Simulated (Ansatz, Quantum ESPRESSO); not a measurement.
# SrO (Fm-3m): phonons by linear response, part 4 of 4

How does SrO (Fm-3m) vibrate, and is this structure a minimum?

Quantum ESPRESSO 7.5; DFT LDA, scalar-relativistic, plane waves, GBRV ultrasoft pseudopotentials.

So far. Step 12 (The LO-TO splitting (1 0 0)): The field moves one mode, from 218 to 474 cm⁻¹; the others stay. Step 14 (A changed mass): The top of the path falls from 474 to 360 cm⁻¹, a ratio of 0.76; a mode of that atom alone would give 0.71.

The database entry behind the starting cell differs from later determinations by our own check (about 0.5 % short), so it need not match the best structure at ambient conditions.

## Step 15: Cross-check with Ansatz

The same cell goes through another code, with its own cutoff. It uses its own PAW datasets, so the potentials differ. Its k mesh is centred on Γ.

This step: DFT LDA, scalar-relativistic, plane waves, PAW (Ansatz 0.2.0).

input.yaml

```yaml
crystal:
  lattice:
    - [-2.5326438231, 0.0, 2.5326438231]
    - [0.0, 2.5326438231, 2.5326438231]
    - [-2.5326438231, 2.5326438231, 0.0]
  atoms:
    - { symbol: Sr, position: [0.5, 0.5, 0.5] }
    - { symbol: O, position: [0.0, 0.0, 0.0] }
kpoints:
  mp_grid: { grid: [8, 8, 8] }
hamiltonian:
  xc: lda
scf:
  occupations: { method: fixed }
output:
  eigenvalues: true
phonons:
  method: dfpt
  dielectric: true
  rigid_motions: translations
  qmesh: [4, 4, 4]
  temperatures: { t_max: 1000, t_step: 50 }
  qpath:
    path:
      - [[0.0, 0.0, 0.0], [0.0, 0.5, 0.5], [0.0, 0.625, 0.375]]
      - [[-0.375, 0.375, 0.0], [0.0, 0.0, 0.0], [0.0, 0.5, 0.0], [-0.25, 0.5, 0.25], [0.0, 0.5, 0.5]]
    npoints: 12
```

Started as:

```bash
$ ansatz run input.yaml --threads 2 --pin off --max-ram 4096MiB --backend cpu --events-out ev --progress --plain --runs-dir out
```

Numbers of over 12 decimals in the logs are rounded to 6 here.

The log of the run:

```text
Engine: ansatz 0.2.0, x86_64-unknown-linux-gnu
Pseudopotentials: kind: paw
Pseudopotential: Sr, paw, valence charge 10, recommended cutoff 420 eV (normal), Sr.paw.azcp
Pseudopotential: O, paw, valence charge 6, recommended cutoff 420 eV (normal), O.paw.azcp
Functional definition: SPW92
  exchange = slater_x
  correlation = pw_c
Crystal: 2 atoms, lattice volume = 32.490 Å³
Basis set: ecut = 420 eV, 609 PW (Γ), exchange–correlation on 48×48×48 points (8 copies of the dense FFT grid, shifted against one another)
Bands: 12, of which v1, the nominal top of the filled ones, is band 8 counted from 1 (7 counted from 0)
Symmetry: 48 space group operations
k-points: 59 of 512 (irreducible under 8 space group operations, time reversal used)
Non-local potential: Sr, projectors of the file, l = 0: 3, l = 1: 2, l = 2: 2
Non-local potential: O, projectors of the file, l = 0: 2, l = 1: 2, l = 2: 1
PAW form: soft (Blöchl's): semilocal exchange-correlation on the pseudo side does not see the compensation charge
PAW frozen core: Sr, regenerated for the run's functional, and the local potential with it (the file was generated under x = pbe(κ = 0.804, μ = 0.219515), c = pbe(β = 0.066725))
PAW frozen core: O, regenerated for the run's functional, and the local potential with it (the file was generated under x = pbe(κ = 0.804, μ = 0.219515), c = pbe(β = 0.066725))
PAW one-centre angular grid: Sr, 110 points (default); XC on 64 Gauss nodes
PAW one-centre angular grid: O, 110 points (default); XC on 64 Gauss nodes
Initial density: superposition of atomic densities (neutral atoms: chi_scale 0, normalization atom), corrected by the library's trained network
Initial wavefunctions: pseudopotential atomic-orbital guess
Functional: x = slater, c = lda
SCF iter   1: F=—  HF=-4002.848965 eV  |F-HF|=—  |Δ(HF+E_count)|=         —  Δρ=1.65e-2  dr2=8.98e-2  ethr=1.77e-3  ⟨swp⟩=6.1  Hψ=4640  notcnv=0  defer=109
preconditioner: auto → none  [insulator: Δε(μ)=2.842 eV  Ē_g=16.087 eV  n_scr=8 (ndim 8)  ℏωp=24.4 eV  f_vac=0.000  ε∞_Penn≈3.3]
SCF iter   2: F=—  HF=-4002.848251 eV  |F-HF|=—  |Δ(HF+E_count)|=   7.14e-4  Δρ=1.74e-2  dr2=8.16e-2  ethr=5.61e-4  ⟨swp⟩=2.1  Hψ=1559  notcnv=0  defer=114
SCF iter   3: F=—  HF=-4002.829184 eV  |F-HF|=—  |Δ(HF+E_count)|=   1.91e-2  Δρ=2.17e-3  dr2=6.36e-4  ethr=5.10e-4  ⟨swp⟩=2.0  Hψ=993  notcnv=0  defer=102
SCF iter   4: F=—  HF=-4002.828991 eV  |F-HF|=—  |Δ(HF+E_count)|=   1.93e-4  Δρ=2.74e-4  dr2=1.16e-5  ethr=3.97e-6  ⟨swp⟩=2.3  Hψ=1115  notcnv=0  defer=116
SCF iter   5: F=—  HF=-4002.828989 eV  |F-HF|=—  |Δ(HF+E_count)|=   2.03e-6  Δρ=8.04e-5  dr2=1.22e-6  ethr=7.27e-8  ⟨swp⟩=2.8  Hψ=1147  notcnv=0  defer=43
SCF iter   6: F=—  HF=-4002.828992 eV  |F-HF|=—  |Δ(HF+E_count)|=   2.81e-6  Δρ=1.85e-5  dr2=5.41e-8  ethr=7.64e-9  ⟨swp⟩=2.3  Hψ=1189  notcnv=0  defer=4
SCF iter   7: F=—  HF=-4002.828992 eV  |F-HF|=—  |Δ(HF+E_count)|=   1.21e-8  Δρ=9.52e-7  dr2=2.30e-10  ethr=3.38e-10  ⟨swp⟩=2.9  Hψ=1132  notcnv=0  defer=4
SCF iter   8: F=-4002.828992 eV  HF=-4002.828992 eV  |F-HF|=4.55e-12  |Δ(HF+E_count)|=  4.09e-11  Δρ=8.80e-8  dr2=1.96e-12  ethr=1.00e-12  ⟨swp⟩=9.3  Hψ=4843  notcnv=0
SCF 1 converged in 8 iterations: F = -4002.828992 eV  dr2 = 1.96e-12
  greatest PAW one-centre occupation: 0.987 electrons in one spin orbital (limit 2), on the Sr atom at site 0 (counted from 0), in its partial waves of l = 0
DFPT response loops at Γ: preconditioner auto → none (the input reference at scf.mixing.eps_inf says where Resta's filter doesn't serve); β = 0.50; Broyden in place of MSR1
── the response to a field inside a basis, on 8×8×8 k-points: an SCF that follows is theirs, and a resumed run solves both again ──
Bands: 9, of which v1, the nominal top of the filled ones, is band 8 counted from 1 (7 counted from 0)
k-points: 60 of 512 (irreducible under 12 space group operations)
Initial density: handed on by an earlier stage of this run
Initial wavefunctions: pseudopotential atomic-orbital guess (no wavefunctions were taken with the density)
Eigensolver: Dense (60 Hₖ)
SCF iter   1: F=—  HF=-4002.833435 eV  |F-HF|=—  |Δ(HF+E_count)|=         —  Δρ=7.56e-4  dr2=2.76e-5  ethr=1.00e-1
preconditioner: auto → none  [insulator: Δε(μ)=3.320 eV  Ē_g=13.801 eV  n_scr=8 (ndim 8)  ℏωp=24.4 eV  f_vac=0.000  ε∞_Penn≈4.1]
SCF iter   2: F=—  HF=-4002.833432 eV  |F-HF|=—  |Δ(HF+E_count)|=   3.71e-6  Δρ=3.68e-4  dr2=1.75e-5  ethr=1.73e-7
SCF iter   3: F=—  HF=-4002.833432 eV  |F-HF|=—  |Δ(HF+E_count)|=   3.35e-7  Δρ=2.62e-4  dr2=1.22e-5  ethr=1.09e-7
SCF iter   4: F=-4002.833429 eV  HF=-4002.833429 eV  |F-HF|=4.68e-9  |Δ(HF+E_count)|=   2.77e-6  Δρ=2.01e-5  dr2=4.08e-8  ethr=7.62e-8
SCF 1 converged in 4 iterations: F = -4002.833429 eV  dr2 = 4.08e-8
DFPT response loops at Γ: mixed as the last ones told, above
NSCF: frozen V_eff on 29 k-points
NSCF: frozen V_eff on 576 k-points
DFPT response loops at q = (0, 0, 0.25) (fractional): mixed as the last ones told, above
NSCF: frozen V_eff on 300 k-points
DFPT response loops at q = (0, 0, -0.5) (fractional): preconditioner auto → Resta (q_TF=auto, 2.424 Å⁻¹)  ε∞=4.4 (no band partly filled); β = 1.00, the filter's whole step (`scf.mixing.beta` (0.50) is not read by the response loops at its default; to damp them type it under 1.00, their step now; it binds the ground state too); Broyden in place of MSR1
NSCF: frozen V_eff on 328 k-points
DFPT response loops at q = (0, 0.25, 0.25) (fractional): preconditioner auto → none (the input reference at scf.mixing.eps_inf says where Resta's filter doesn't serve); β = 0.50; Broyden in place of MSR1
NSCF: frozen V_eff on 1024 k-points
DFPT response loops at q = (0, 0.25, -0.5) (fractional): mixed as the last ones told, above
NSCF: frozen V_eff on 576 k-points
DFPT response loops at q = (0, 0.25, -0.25) (fractional): mixed as the last ones told, above
NSCF: frozen V_eff on 190 k-points
DFPT response loops at q = (0, -0.5, -0.5) (fractional): preconditioner auto → Resta (q_TF=auto, 2.424 Å⁻¹)  ε∞=4.4 (no band partly filled); β = 1.00, the filter's whole step (`scf.mixing.beta` (0.50) is not read by the response loops at its default; to damp them type it under 1.00, their step now; it binds the ground state too); Broyden in place of MSR1
NSCF: frozen V_eff on 328 k-points
DFPT response loops at q = (0.25, -0.5, -0.25) (fractional): preconditioner auto → none (the input reference at scf.mixing.eps_inf says where Resta's filter doesn't serve); β = 0.50; Broyden in place of MSR1
SCF converged after 8 iterations
Free energy (F): -4002.828992 eV
Harris-Foulkes:  -4002.828992 eV  (|F-HF|=4.55e-12)
Internal energy: -4002.828992 eV  (E = F + TS)
E sigma→0 (E₀):  -4002.828992 eV
Fermi energy:    8.026887 eV
--- Per-component energies (eV) ---
  E_band       = -53.377946
  E_kinetic    = 423.116988
  E_local      = -845.364516  (includes V_loc(G=0)·N_el)
  E_nonlocal   = 256.345444
  E_hartree    = 225.231811
  E_xc         = -246.429708
  E_vxc        = -258.095678  (∫ρ·V_xc dr)
  E_paw        = -2743.944074  (= ΣΔE_a)
  E_vpaw       = -79.846326  (= ΣTr[D̂ρ^β])
  E_aug_tail   = 0.002494  (compensation charges beyond the density's cutoff)
  E_ewald      = -1072.178487
  E_core_change = 0.391057  (= ΣΔE_core)
  E_smearing   = -0.000000  (= −TS)
  E_closure    = 0.000000  (closes the sum)
  Σ components = -4002.828992   (vs F -4002.828992, Δ=0.00e0)
--- Band table (eV; the first three rows and the last of 59) ---
  k-point 0: bands = [... 4 lower, -5.5211, 8.0269, 8.0269, 8.0269, 12.1655, 14.2904, 14.2904, 14.2904]
  k-point 1: bands = [... 4 lower, -5.1800, 7.5468, 7.8136, 7.8136, 12.8905, 14.1126, 14.6134, 14.6134]
  k-point 2: bands = [... 4 lower, -4.6860, 6.6717, 7.3567, 7.3567, 14.0583, 14.4528, 15.4970, 15.4970]
  k-point 58: bands = [... 4 lower, -5.9645, 7.7131, 7.9869, 7.9869, 11.1503, 16.1830, 18.5399, 18.5914]
--- Phonons (Γ-DFPT): 2 representative perturbations + reference, on 59 of 512 k-points (Σ response iterations 6) ---
  k mesh reduced under 8 symmetry operations, with k and −k counted as one. Each operation leaves every solved perturbation unchanged. A smaller set is not considered because the run solves the response to a homogeneous field
  ASR residual: 8.039e-5 → 0.000e0 eV/Å²; symmetrization residual: 2.646e-6 eV/Å²
  ASR residual per site (eV/Å²): 3.63e-5 8.04e-5
  Γ frequencies (cm⁻¹): 0.00 0.00 0.00 215.21 215.21 215.21
  ε∞ (high-frequency dielectric tensor):
        3.875046    -0.000000    -0.000000
       -0.000000     3.875046     0.000000
       -0.000000     0.000000     3.875046
  ε⁰ (static dielectric tensor: ions relaxed, cell fixed):
       18.649864    -0.000000    -0.000000
       -0.000000    18.649864     0.000000
       -0.000000     0.000000    18.649864
  ε⁰ − ε∞ (ionic part):
       14.774818    -0.000000    -0.000000
       -0.000000    14.774818     0.000000
       -0.000000     0.000000    14.774818
  softest optical mode at Γ: 215.21 cm⁻¹; the repairs (sum rule, projections) moved no ω² at Γ by more than (1.28 cm⁻¹)²
  Born effective charges Z* (e; rows j = field, columns β = displacement):
    site 0:
         2.47238   -0.00000   -0.00000
         0.00000    2.47238   -0.00000
        -0.00000    0.00000    2.47238
    site 1:
        -2.47238    0.00000    0.00000
         0.00000   -2.47238    0.00000
         0.00000   -0.00000   -2.47238
  Z* charge neutrality: 1.928e-3 e pre-enforcement
  solved inside a basis spanned on kpoints, on 8×8×8 k-points, its susceptibility summed on 12×12×12: ε∞ is read to err by 9.9e-3, Z* by 1.2e-2 e (field_mesh: kpoints solves on kpoints); Z* is corrected for what the basis lacks
  optical modes at Γ without the LO–TO term, one row a degenerate level:
      ω (cm⁻¹)  modes    IR ((D/Å)²/amu)
        215.21      3            31.2722
  optical modes at Γ + LO–TO along q̂ = [1.0000, 0.0000, 0.0000]:
      ω (cm⁻¹)  modes    IR ((D/Å)²/amu)
        215.21      2            20.8481
        472.13      1            10.4241
  optical modes at Γ + LO–TO along q̂ = [0.0000, 1.0000, 0.0000]:
      ω (cm⁻¹)  modes    IR ((D/Å)²/amu)
        215.21      2            20.8481
        472.13      1            10.4241
  optical modes at Γ + LO–TO along q̂ = [0.0000, 0.0000, 1.0000]:
      ω (cm⁻¹)  modes    IR ((D/Å)²/amu)
        215.21      2            20.8481
        472.13      1            10.4241
--- Phonons (arbitrary-q DFPT): 8 irreducible q on the 4×4×4 mesh ---
  q = [0.0000, 0.0000, 0.0000] (star 1, of the zone-centre solve; hermiticity 2.30e-6, symmetrization 1.10e-14): -0.00 -0.00 0.00 215.21 215.21 215.21
  q = [0.0000, 0.0000, 0.2500] (star 8, 2 solved perturbations on 288 of 512 k-point pairs; hermiticity 3.62e-7, symmetrization 1.90e-8): 84.39 84.39 155.84 253.09 253.09 458.27
  q = [0.0000, 0.0000, -0.5000] (star 4, 2 solved perturbations on 150 of 512 k-point pairs; hermiticity 3.20e-8, symmetrization 1.70e-8): 110.64 110.64 234.67 285.41 285.41 436.27
  q = [0.0000, 0.2500, 0.2500] (star 6, 4 solved perturbations in 528 linear systems a pass and spin channel, the states on 164 of 512 k-point pairs; hermiticity 3.03e-7, symmetrization 1.06e-8): 91.40 91.40 162.73 236.94 236.94 416.18
  q = [0.0000, 0.2500, -0.5000] (star 24, 4 solved perturbations in 1600 linear systems a pass and spin channel, the states on 512 of 512 k-point pairs; hermiticity 3.38e-7, symmetrization 5.52e-8): 120.55 144.39 200.42 264.35 284.78 375.13
  q = [0.0000, 0.2500, -0.2500] (star 12, 4 solved perturbations in 904 linear systems a pass and spin channel, the states on 288 of 512 k-point pairs; hermiticity 3.86e-7, symmetrization 9.46e-9): 110.34 140.24 194.40 266.99 280.15 413.14
  q = [0.0000, -0.5000, -0.5000] (star 3, 4 solved perturbations in 308 linear systems a pass and spin channel, the states on 95 of 512 k-point pairs; hermiticity 2.72e-7, symmetrization 6.37e-9): 126.09 126.09 197.50 242.08 242.08 310.53
  q = [0.2500, -0.5000, -0.2500] (star 6, 4 solved perturbations in 502 linear systems a pass and spin channel, the states on 164 of 512 k-point pairs; hermiticity 3.02e-7, symmetrization 2.42e-8): 151.32 171.13 171.13 283.10 283.10 326.31
  sum rule: each row above includes the acoustic sum rule's correction from the zone centre's row sums; it moved no ω² by more than (1.17 cm⁻¹)²
  mesh force constants: q→R imaginary residual 1.42e-18; ASR residual 8.039e-5 → 0.000e0 eV/Å²; symmetrization residual 1.066e-14 eV/Å²
  interpolated dispersion: 75 rows × 6 modes
  density of states and harmonic sums: on the 24×24×24 q-mesh, interpolated from the force constants of a 4×4×4 supercell (with the dipole–dipole term)
  largest difference from the sums on the solved wave vectors: F 1.02e-2 eV, S 1.42e-5 and C_V 3.98e-6 eV/K
  zero-point energy: 0.084139 eV/cell   skipped modes (ω ≤ 0): 3   left out of the sums: 3.62e-5 of the cell's modes: C_V's classical limit lies that fraction below 3 k_B per atom; for a crystal, a wire or a layer, F and S can be off by more, and a phonons.interpolated_qmesh denser along its periods is the remedy for the sampling
```

Elapsed: 62 s, on 2 threads of AMD EPYC 9R14 (Zen 4), shared host; peak memory 0.83 GiB.

Read from the output:

| Quantity | Value |
| --- | --- |
| gap on the k-mesh | 3.123 eV |
| sum-rule residual before enforcement | 8.04e-5 eV/Å² |
| miss of the charge sum rule | 0.001928 e |
| estimated error of the dielectric tensor | 0.009883 |
| estimated error of the Born charges | 0.01227 e |
| mean frequency | 226.2 cm⁻¹ |
| Debye temperature (second moment) | 459 K |
| logarithmic mean frequency | 203.5 cm⁻¹ |
| highest optical zone-centre mode (no LO-TO term) | 215.2 cm⁻¹ |
| lowest optical zone-centre mode | 215.2 cm⁻¹ |
| mean high-frequency dielectric constant | 3.875 |
| largest Born charge in size (third of the trace) | 2.472 e |
| mean static dielectric constant | 18.65 |
| highest mode moved by the LO-TO term | 472.1 cm⁻¹ |

Transverse modes. Infrared lines, with heights relative to the strongest:

| position (cm⁻¹) | label | IR intensity ((D/Å)²/amu), degenerate modes summed, relative |
| --- | --- | --- |
| 215 | T1u | 100 |

## Step 16: Side by side: QE GBRV and Ansatz, PAW

Worked out from the results:

```
root-mean-square difference             : 1.39 cm⁻¹
largest difference                      : 2.37 cm⁻¹
root-mean-square difference on the path : 1.5 cm⁻¹
largest difference on the path          : 2.6 cm⁻¹
```

The 12 of 45 modes that differ most. Frequencies side by side:

| q (reciprocal lattice) | mode | QE GBRV (cm⁻¹) | Ansatz, PAW (cm⁻¹) |
| --- | --- | --- | --- |
| 0 0 0 | 4 | 217.6 | 215.2 |
| 0 0 0 | 5 | 217.6 | 215.2 |
| 0 0 0 | 6 | 217.6 | 215.2 |
| 0 0 0.25 | 4 | 255 | 253.1 |
| 0 0 0.25 | 5 | 255 | 253.1 |
| 0 0.25 0.25 | 4 | 239.2 | 236.9 |
| 0 0.25 0.25 | 5 | 239.2 | 236.9 |
| 0 0.25 -0.5 | 4 | 266.3 | 264.4 |
| 0 0.25 -0.25 | 4 | 269 | 267 |
| 0 -0.5 -0.5 | 4 | 244.4 | 242.1 |
| 0 -0.5 -0.5 | 5 | 244.4 | 242.1 |
| 0.25 -0.5 -0.25 | 4 | 284.9 | 283.1 |

The two runs side by side. Further quantities:

| quantity | QE GBRV | Ansatz, PAW |
| --- | --- | --- |
| mean ε∞ | 3.873 | 3.875 |
| largest Born charge in size (e; the first before, the second after the charge sum rule) | 2.476 | 2.472 |

The interpolated bands of the two lie on top of each other.

At the solved wavevectors the largest difference (acoustic modes at Γ apart) is 0.5 % of the highest mode.

## Step 17: Outcome

```yaml
space_group_after_relaxation: Fm-3m
volume_per_atom: 16.2 Å³
gap_on_the_k_mesh: 3.13 eV
highest_optical_zone_centre_mode_no_lo_to_term: 217.8 cm⁻¹
highest_mode_moved_by_the_lo_to_term: 473.7 cm⁻¹
mean_high_frequency_dielectric_constant: 3.87
largest_born_charge_in_size_third_of_the_trace: 2.48 e
mean_static_dielectric_constant: 18.3
q_mesh: 4×4×4
lowest_mode_on_the_q_mesh_acoustic_ones_at_the_zone_centre_apart: 84.7 cm⁻¹
zero_point_energy_per_atom: 42.3 meV
heat_capacity_at_300_k: 22.3 J/(mol atoms K)
vibrational_entropy_at_300_k: 26.8 J/(mol atoms K)
imaginary_modes_on_the_q_mesh: none
largest_difference_from_ansatz_paw: 2.37 cm⁻¹
```

What this shows: SrO (Fm-3m) is dynamically stable on the 4×4×4 mesh; its spectrum reaches 474 cm⁻¹. At the LDA level the optical modes of SrO (Fm-3m) at the zone centre (no LO-TO term) lie at 218 cm⁻¹. Along the directions run, the highest mode that the macroscopic field moves lies at 474 cm⁻¹. Lattice motion raises the mean dielectric constant from 3.873 to 18.33. The Born charge of O is -2.476 e against a formal charge of -2, somewhat above it. The Lyddane-Sachs-Teller relation holds: (ωLO/ωTO)² is 4.73 and ε₀/ε∞ is 4.73. QE GBRV and Ansatz, PAW differ by 1.4 cm⁻¹ in the root mean square and by 2.4 cm⁻¹ at most, 0.5 % of the highest mode compared (acoustic modes at Γ left out; ph.x's values are those before the sum rule); the two use different potentials, and the cell was not relaxed for the second set. These are harmonic frequencies at zero temperature: anharmonic shifts and linewidths and thermal expansion are left out. The LDA runs differ in the fit of the correlation energy, Perdew-Zunger in some and Perdew-Wang in others.

[Host names and launcher messages were left out of these logs when they were recorded.]

[Logs are printed without paths, hosts, clocks, repeated set-up lines and the standing remarks that a program may print on its own settings, such as how far it seeks lower states.]

[Hosts, paths, dates, database ids (printed as entryN), source tags and the programs' standing remarks are cut or masked in the printed files.]
